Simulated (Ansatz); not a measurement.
## Work function of Pd(100): what the settings cost and change: cost of one run

Ansatz 0.2.0; plane-wave DFT, PBE, Ansatz PAW. The cell holds 7 atoms.

Input file input.yaml:

```yaml
crystal:
  lattice:
    - [2.7506453788, 0.0, 0.0]
    - [0.0, 2.7506453788, 0.0]
    - [0.0, 0.0, 21.67]
  atoms:
    - { symbol: Pd, position: [0.0, 0.0, 0.2307337333] }
    - { symbol: Pd, position: [0.5, 0.5, 0.3204891555] }
    - { symbol: Pd, position: [0.0, 0.0, 0.4102445778] }
    - { symbol: Pd, position: [0.5, 0.5, 0.5] }
    - { symbol: Pd, position: [0.0, 0.0, 0.5897554222] }
    - { symbol: Pd, position: [0.5, 0.5, 0.6795108445] }
    - { symbol: Pd, position: [0.0, 0.0, 0.7692662667] }
kpoints:
  mp_grid: { grid: [15, 15, 1] }
hamiltonian:
  xc: pbe
scf:
  occupations: { method: fermi_dirac, width: 0.1 }
  convergence: { dr2_threshold: 1.0e-09 }
efield:
  axis: 3
  dipole_correction: true
  ramp_position: 0.97
  ramp_width: 0.06
output:
  write_potential: true
  write_density: true
  volumetric_format: npy
```

Launch:

```sh
$ ansatz run input.yaml --threads 2 --pin off --max-ram 3072MiB --backend cpu --events-out ev --progress --plain --runs-dir out
```

For reference, a run of the same kind (2 atoms, 36 k-points, 22 bands and 3,015 plane waves; 9 SCF cycles) took 9.6 s and 0.46 GiB on the same hardware.

What time and memory should one allow on 2 threads of Intel Xeon 6975P-C (Granite Rapids), shared host?

At two electrons a band, the 126 electrons need 63 bands, and 13 more are carried. The run has 36 k-points, 76 bands and 3,277 plane waves. Taking the work of a cycle as k-points × spins × bands × plane waves, that is 3.8 times the reference, or 36 s at the reference's 9 cycles. The run needed 13 SCF cycles, which makes it about 52 s. One copy of the wavefunctions takes 0.13 GiB at 16 bytes a coefficient, against 0.036 GiB in the reference; grids, projectors and work arrays come on top. Measured: about 35 s, with a peak of 0.73 GiB. The run was quicker than this simple count says.

[Logs are printed without paths, hosts, clocks, repeated set-up lines and the standing remarks that a program may print on its own settings, such as how far it seeks lower states.]

[Hosts, paths, dates, database ids (printed as entryN), source tags and the programs' standing remarks are cut or masked in the printed files.]

[Maps of the electrostatic potential energy from Ansatz leave out the sawtooth potential of an applied field or a dipole correction, so their vacuum need not be flat; planar profiles and work functions include it.]
